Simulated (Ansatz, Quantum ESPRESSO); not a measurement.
# Predicting the next point of a tunnelling series: vacuum gaps between two Cu(111) faces

Method. Quantum ESPRESSO 7.5 (pw.x, pwcond.x), PBE, GBRV ultrasoft; geometry as built. T is the transmission per spin at the Fermi level, averaged over the mesh across the current, in a cell of 5.74 Å². The series steps the width of the vacuum gap.

```
width (Å)        T
        4    0.179
        5    0.036
        6  0.00537
```

To predict: What is T at 7 Å?

**Fit.** In the tunnelling regime ln T falls linearly. The last two rows give a slope of ln(0.036/0.00537)/(6 − 5) = 1.903 per Å, so T(7) ≈ 0.00537 × exp(−1.903 × 1) = 0.000801.

What the calculation gave: T = 0.000704; the estimate is 1.14 times that. The slope over the last interval is 2.032: the same within 8 %. Points of the mesh with over 2.5 times the mean carry 80 % of this T, so the value leans on the mesh. A second code, Ansatz 0.2.0, gives 0.000662.

**Limits.** Short leads, unrelaxed atoms, a barrier without the image potential and an untested mesh.

[Logs are printed without paths, hosts, clocks, repeated set-up lines and the standing remarks that a program may print on its own settings, such as how far it seeks lower states.]
